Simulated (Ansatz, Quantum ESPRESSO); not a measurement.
# Evanescent states of InP, zinc blende type, lattice constant set to 5.662 Å, part 4 of 4

Wanted: the complex band structure of InP, zinc blende type, lattice constant set to 5.662 Å, as for a tunnel barrier.

Quantum ESPRESSO 7.5; plane-wave DFT, PBE, GBRV ultrasoft pseudopotentials; cross-check by Ansatz 0.2.0 with PAW datasets.

So far. Step 2 (SCF with pw.x): The run needed 9 iterations to bring the estimated error under 1e-09 Ry.

**5. Cross-check with Ansatz**

As a check, the same structure is run in Ansatz.

Level of this step: plane-wave DFT, PBE, Ansatz PAW (Ansatz 0.2.0).

File input.yaml:

```yaml
crystal:
  lattice:
    - [4.0036385951, 0.0, 0.0]
    - [0.0, 4.0036385951, 0.0]
    - [0.0, 0.0, 5.662]
  atoms:
    - { symbol: In, position: [0.0, 0.0, 0.0] }
    - { symbol: P, position: [0.5, 0.0, 0.25] }
    - { symbol: In, position: [0.5, 0.5, 0.5] }
    - { symbol: P, position: [0.0, 0.5, 0.75] }
kpoints:
  mp_grid: { grid: [6, 6, 6] }
hamiltonian:
  xc: pbe
scf:
  occupations: { method: fixed }
  convergence: { dr2_threshold: 1.0e-09 }
output:
  transmission:
    leads: [[0, 0]]
    kpoints: [[0, 0], [0.5, 0], [0.5, 0.5], [0.25, 0]]
    e_range: [-1.92, 4.48]
    de: 0.16
```

The run is started by

```
> ansatz run input.yaml --threads 2 --pin off --max-ram 4096MiB --backend cpu --events-out ev --progress --plain --runs-dir out
```

Numbers of over 12 decimals in the logs are rounded to 6 here.

What it wrote:

```text
Engine: ansatz 0.2.0, x86_64-unknown-linux-gnu
Pseudopotentials: kind: paw
Pseudopotential: In, paw, valence charge 13, recommended cutoff 420 eV (normal), In.paw.azcp
Pseudopotential: P, paw, valence charge 5, recommended cutoff 420 eV (normal), P.paw.azcp
Functional definition: PBE
  parameter kappa = 0.804
  parameter beta = 0.066725
  exchange = pbe_x(kappa = kappa, mu = beta*pi^2/3)
  correlation = pbe_c(beta = beta)
Crystal: 4 atoms, lattice volume = 90.757 Å³
Basis set: ecut = 420 eV, 1787 PW (Γ)
Bands: 22, of which v1, the nominal top of the filled ones, is band 18 counted from 1 (17 counted from 0)
Symmetry: 16 space group operations
Space group: F-43m (ITA 216), of the structure as read, at distance tolerance 4.5e-5 Å
k-points: 40 of 216 (time reversal used)
Non-local potential: In, projectors of the file, l = 0: 2, l = 1: 2, l = 2: 2, l = 3: 2
Non-local potential: P, projectors of the file, l = 0: 2, l = 1: 2, l = 2: 2
PAW form: soft (Blöchl's): semilocal exchange-correlation on the pseudo side does not see the compensation charge
PAW one-centre angular grid: In, 590 points (default); XC on 64 Gauss nodes
PAW one-centre angular grid: P, 110 points (default); XC on 64 Gauss nodes
Initial density: superposition of atomic densities (neutral atoms: chi_scale 0, normalization atom), corrected by the library's trained network
Initial wavefunctions: pseudopotential atomic-orbital guess
Functional: x = pbe(κ = 0.804, μ = 0.219515), c = pbe(β = 0.066725)
SCF iter   1: F=—  HF=-12707.478861 eV  |F-HF|=—  |Δ(HF+E_count)|=         —  Δρ=1.58e-3  dr2=4.56e-3  ethr=1.77e-3  ⟨swp⟩=5.1  Hψ=3966  notcnv=0  defer=71
preconditioner: auto → Resta (q_TF=auto, 2.339 Å⁻¹)  ε∞=3.9  [insulator: Δε(μ)=1.261 eV  Ē_g=13.708 eV  n_scr=20 (ndim 8)  ℏωp=23.4 eV  f_vac=0.006  ε∞_Penn≈3.9]
SCF iter   2: F=—  HF=-12707.477132 eV  |F-HF|=—  |Δ(HF+E_count)|=   1.73e-3  Δρ=7.18e-4  dr2=8.25e-4  ethr=1.27e-5  ⟨swp⟩=2.9  Hψ=2117  notcnv=0  defer=80
SCF iter   3: F=—  HF=-12707.477063 eV  |F-HF|=—  |Δ(HF+E_count)|=   6.99e-5  Δρ=2.32e-4  dr2=8.59e-5  ethr=2.29e-6  ⟨swp⟩=2.1  Hψ=1221  notcnv=0  defer=80
SCF iter   4: F=—  HF=-12707.477098 eV  |F-HF|=—  |Δ(HF+E_count)|=   3.56e-5  Δρ=8.81e-5  dr2=1.22e-5  ethr=2.39e-7  ⟨swp⟩=2.3  Hψ=1309  notcnv=0  defer=72
SCF iter   5: F=—  HF=-12707.477115 eV  |F-HF|=—  |Δ(HF+E_count)|=   1.70e-5  Δρ=1.89e-5  dr2=3.55e-7  ethr=3.38e-8  ⟨swp⟩=2.0  Hψ=1233  notcnv=0  defer=71
SCF iter   6: F=—  HF=-12707.477113 eV  |F-HF|=—  |Δ(HF+E_count)|=   2.51e-6  Δρ=3.41e-6  dr2=9.93e-9  ethr=9.87e-10  ⟨swp⟩=2.5  Hψ=1386  notcnv=0  defer=65
SCF iter   7: F=-12707.477113 eV  HF=-12707.477113 eV  |F-HF|=4.17e-10  |Δ(HF+E_count)|=   1.92e-8  Δρ=6.42e-7  dr2=5.13e-10  ethr=2.78e-12  ⟨swp⟩=7.6  Hψ=4124  notcnv=0
SCF 1 converged in 7 iterations: F = -12707.477113 eV  dr2 = 5.13e-10
  greatest PAW one-centre occupation: 0.980 electrons in one spin orbital (limit 2), on the In atom at site 2 (counted from 0), in its partial waves of l = 2
transmission: 12 of 48 steps passed
transmission: 24 of 48 steps passed
transmission: 36 of 48 steps passed
transmission: 48 of 48 steps passed
SCF converged after 7 iterations
Free energy (F): -12707.477113 eV
Harris-Foulkes:  -12707.477113 eV  (|F-HF|=4.17e-10)
Internal energy: -12707.477113 eV  (E = F + TS)
E sigma→0 (E₀):  -12707.477113 eV
Fermi energy:    8.398161 eV
--- Per-component energies (eV) ---
  E_band       = -64.117056
  E_kinetic    = 634.912971
  E_local      = -2669.895577  (includes V_loc(G=0)·N_el)
  E_nonlocal   = 804.018028
  E_hartree    = 1057.964945
  E_xc         = -556.647014
  E_vxc        = -324.341605  (∫ρ·V_xc dr)
  E_paw        = -9450.606480  (= ΣΔE_a)
  E_vpaw       = -624.739827  (= ΣTr[D̂ρ^β])
  E_aug_tail   = 0.000057  (compensation charges beyond the density's cutoff)
  E_ewald      = -2527.224043
  E_smearing   = -0.000000  (= −TS)
  E_closure    = 0.000000  (closes the sum)
  Σ components = -12707.477113   (vs F -12707.477113, Δ=0.00e0)
--- Band table (eV; the first three rows and the last of 40) ---
  k-point 0: bands = [... 14 lower, 5.6999, 8.3973, 8.3982, 8.3982, 9.6691, 9.9649, 10.6251, 12.4582]
  k-point 1: bands = [... 14 lower, 5.8235, 7.5501, 8.0913, 8.0913, 10.0358, 10.4912, 10.8172, 12.1149]
  k-point 2: bands = [... 14 lower, 6.1832, 6.2864, 7.4313, 7.4313, 10.2896, 11.3075, 11.4163, 11.5184]
  k-point 39: bands = [... 14 lower, 4.9824, 4.9824, 4.9825, 4.9825, 12.6777, 12.6777, 13.1817, 13.1817]
--- Transmission ---
  basis      : 137 plane waves across, 12 finite elements along
  points     : 4, as listed
  energies   : 41 from -1.920000 to 4.480000 eV about the Fermi level, 0.160000 eV apart; the leads are filled to 0.635460 eV, and channels, transmission and decay are at 0.640000 eV
  crystal 0  : P2In2, at the sites [0, 0], period 5.6620 Å: whole cells are its period
    offset         : up to 0.0000 Å between an atom of the period and one for which it stands
    channels       : 0.000000e0 a spin
    conductance    : none, the energies end too early or step too widely for 300 K: set another output.transmission.e_range or a lower de, or, where they end at an eighth of basis.ecutwfc, a higher one
    slowest decay  : 0.0877 /Å at (0.0000, 0.0000)
```

Elapsed: 58 s, on 2 threads of Intel Xeon Platinum 8559C (Emerald Rapids), shared host; peak memory 0.51 GiB.

Numbers from this step:

* free energy: -12707.4771 eV
* gap by band count: 1.271 eV
* symmetry operations: 16
* slowest decay at the grid energy nearest mid-gap: 0.0877 Å⁻¹
* peak of the smallest κ at the zone centre: 0.08772 Å⁻¹
* peak of the smallest κ at (1/2, 0): 0.1933 Å⁻¹
* peak of the smallest κ at (1/4, 0): 0.1929 Å⁻¹
* valence top, on the run's zero: 8.398 eV

K across = (0, 0) in the cell's reciprocal vectors; values within 0.0025 1/Å of each other count once, columns are sorted by size at each energy, a dash where no further value was kept. Im kz of the slowest decaying states against energy, zero at the highest filled level of the SCF mesh:

```
energy (eV)  decay 1 (Å⁻¹)  decay 2 (Å⁻¹)  decay 3 (Å⁻¹)
      -1.92          0.993           1.48              -
      -1.60          0.944           1.46              -
      -1.28          0.894           1.44              -
      -0.96          0.843           1.41              -
      -0.64          0.789           1.39              -
      -0.32          0.733           1.37              -
      -0.16          0.703           1.36              -
       0.00        0.00378          0.673           1.35
       0.16         0.0583          0.123          0.641
       0.48         0.0851          0.201          0.574
       0.80         0.0848          0.244          0.497
       1.12         0.0568          0.270          0.405
       1.44          0.275          0.286           1.25
       1.76          0.260          0.293           1.22
       2.08          0.155          0.293           1.20
       2.40          0.285           1.17              -
       2.72          0.271           1.15              -
       2.88          0.261           1.14              -
       3.20          0.233           1.11              -
       3.52         0.0785          0.193           1.08
       3.84          0.128          0.149           1.06
       4.16         0.0915          0.183           1.03
       4.48          0.177          0.202           1.00
```

K across = (0, 0) in the cell's reciprocal vectors. Re kz of states that move upwards against energy, zero at the highest filled level of the SCF mesh:

```
energy (eV)  channel 1 (Å⁻¹)  channel 2 (Å⁻¹)  channel 3 (Å⁻¹)
      -1.92           -0.342            0.474            0.474
      -1.60           -0.539           -0.539           -0.296
      -1.28           -0.452           -0.452           -0.250
      -0.96           -0.368           -0.368           -0.202
      -0.64           -0.283           -0.283           -0.152
      -0.32           -0.189           -0.189          -0.0982
      -0.16           -0.130           -0.130          -0.0657
       0.00                -                -                -
       0.16                -                -                -
       0.48                -                -                -
       0.80                -                -                -
       1.12                -                -                -
       1.44           0.0686                -                -
       1.76            0.130            0.293                -
       2.08            0.183            0.454                -
       2.40           -0.543            0.175            0.235
       2.72           -0.450            0.290            0.307
       2.88           -0.407            0.320            0.360
       3.20           -0.324            0.391            0.467
       3.52           -0.241                -                -
       3.84           -0.145                -                -
       4.16           0.0893           0.0893                -
       4.48            0.189            0.189                -
```

K across = (1/2, 0) in the cell's reciprocal vectors; values within 0.0025 1/Å of each other count once, columns are sorted by size at each energy, a dash where no further value was kept. The Im kz of the slowest decaying states by energy, zero at the highest filled level of the SCF mesh:

```
energy (eV)  decay 1 (Å⁻¹)  decay 2 (Å⁻¹)  decay 3 (Å⁻¹)
      -1.92          0.737           1.26              -
      -1.76          0.682           1.23              -
      -1.60          0.613           1.21              -
      -1.44          0.517           1.18              -
      -1.28          0.342           1.16              -
      -1.12         0.0297          0.169           1.13
      -0.96         0.0925          0.431           1.11
      -0.64          0.145          0.567           1.06
      -0.48          0.161          0.600           1.04
      -0.32          0.173          0.622           1.02
      -0.16          0.182          0.637          0.993
       0.00          0.188          0.648          0.970
       0.16          0.192          0.655          0.946
       0.32          0.193          0.660          0.922
       0.48          0.192          0.662          0.897
       0.64          0.189          0.662          0.873
       0.80          0.183          0.660          0.848
       0.96          0.174          0.657          0.823
       1.12          0.162          0.652          0.798
       1.44          0.122          0.640          0.746
       1.60         0.0875          0.632          0.719
       1.76          0.622          0.691              -
       1.92          0.612          0.663              -
       2.08          0.601          0.634              -
       2.24          0.588          0.603              -
       2.40          0.571          0.575              -
       2.56          0.537          0.560              -
       2.72          0.500          0.545              -
       2.88          0.459          0.528              -
       3.04          0.412          0.510              -
       3.20          0.352          0.490              -
       3.52          0.232          0.445              -
       3.68          0.228          0.420              -
       3.84          0.218          0.392              -
       4.00          0.202          0.361              -
       4.16          0.178          0.325           1.49
       4.32          0.144          0.284           1.47
       4.48         0.0854          0.233           1.46
```

K across = (1/2, 1/2) in the cell's reciprocal vectors; values within 0.0025 1/Å of each other count once, columns are sorted by size at each energy, a dash where no further value was kept. The Im kz of the slowest decaying states by energy, zero at the highest filled level of the SCF mesh:

```
energy (eV)  decay 1 (Å⁻¹)  decay 2 (Å⁻¹)  decay 3 (Å⁻¹)
      -1.92          0.262          0.279              -
      -1.76          0.275          0.295              -
      -1.44          0.292          0.317              -
      -1.28          0.297          0.325              -
      -0.96          0.301          0.333              -
      -0.80          0.301          0.335              -
      -0.64          0.299          0.336              -
      -0.32          0.290          0.333              -
      -0.16          0.284          0.330              -
       0.00          0.276          0.325              -
       0.32          0.255          0.313              -
       0.48          0.242          0.304              -
       0.80          0.210          0.284              -
       0.96          0.190          0.272              -
       1.12          0.165          0.258           1.50
       1.44         0.0903          0.223           1.48
       1.60          0.202           1.47              -
       1.76          0.176           1.46              -
       2.08          0.101           1.44              -
       2.24           1.43              -              -
       2.56           1.42              -              -
       2.72           1.41              -              -
       2.88           1.40              -              -
       3.20           1.38              -              -
       3.36           1.37              -              -
       3.52           1.36              -              -
       3.84           1.34              -              -
       4.00           1.33           1.50              -
       4.32          0.026           1.31           1.47
       4.48         0.0541           1.29           1.46
```

K across = (1/4, 0) in the cell's reciprocal vectors; values within 0.0025 1/Å of each other count once, columns are sorted by size at each energy, a dash where no further value was kept. Im kz of the slowest decaying states against energy, zero at the highest filled level of the SCF mesh:

```
energy (eV)  decay 1 (Å⁻¹)  decay 2 (Å⁻¹)  decay 3 (Å⁻¹)
      -1.92          0.115           1.10           1.33
      -1.60         0.0997           1.04           1.30
      -1.28        0.00755          0.985           1.27
      -0.96          0.929           1.24           1.33
      -0.64         0.0307          0.874           1.21
      -0.32          0.128          0.818           1.18
      -0.16          0.142          0.150          0.790
       0.00          0.166          0.213          0.761
       0.16          0.177          0.261          0.732
       0.48          0.190          0.328          0.672
       0.80          0.193          0.374          0.608
       1.12          0.185          0.406          0.539
       1.44          0.166          0.430          0.460
       1.76          0.127          0.365          0.446
       2.08          0.230          0.457          0.878
       2.40          0.462          0.829          0.865
       2.72          0.460          0.779          0.807
       2.88         0.0694         0.0837          0.457
       3.20          0.108          0.148          0.444
       3.52          0.115          0.163          0.418
       3.84          0.101          0.152          0.370
       4.16         0.0487          0.106          0.286
       4.48          0.108          0.239          0.534
```

**6. A check by hand**

T falls as exp(−2κd). With κ = 0.086 1/Å, 10 Å of barrier pass exp(−2 × 0.086 × 10) = 0.18 of that channel, interfaces aside.

**7. Results**

- gap on the SCF mesh: 1.24 eV
- smallest κ at mid-gap among the four k points, at the zone centre: 0.086 Å⁻¹
- peak of the smallest κ in the stop band at the zone centre: 0.086 Å⁻¹
- peak of the smallest κ in the stop band at (1/2, 0): 0.193 Å⁻¹
- peak of the smallest κ in the stop band at (1/4, 0): 0.192 Å⁻¹
- energy of the peak at the zone centre, over the highest filled level: 0.64 eV
- peak at the zone centre by Ansatz: 0.088 Å⁻¹

In words: With a gap of 1.24 eV on the mesh, the smallest κ at mid-gap among the four k points, at the zone centre is 0.086 Å⁻¹ (PBE, GBRV ultrasoft). For a barrier with the Fermi level at mid-gap the slowest state found, at the zone centre, loses a factor of ten in probability every 13 Å or so. Stop bands away from the zone centre are mostly wider than the gap, so their peaks can lie above the conduction bottom. At the zone centre pwcond's peak is 0.086 and Ansatz's 0.088 1/Å, 2 % apart. The cell is the a/√2 one, turned by 45°, with two primitive cells, so X along [001] folds onto kz = 0. A semilocal gap is too small, often by a third to a half and by more in narrow-gap crystals, so real barriers decay faster. Spin-orbit coupling is left out; depending on the atoms that carry the levels of interest, it can split and shift them by tens to hundreds of meV.

[Logs are printed without paths, hosts, clocks, repeated set-up lines and the standing remarks that a program may print on its own settings, such as how far it seeks lower states.]

[Hosts, paths, dates, database ids (printed as entryN), source tags and the programs' standing remarks are cut or masked in the printed files.]

[Maps of the electrostatic potential energy from Ansatz leave out the sawtooth potential of an applied field or a dipole correction, so their vacuum need not be flat; planar profiles and work functions include it.]
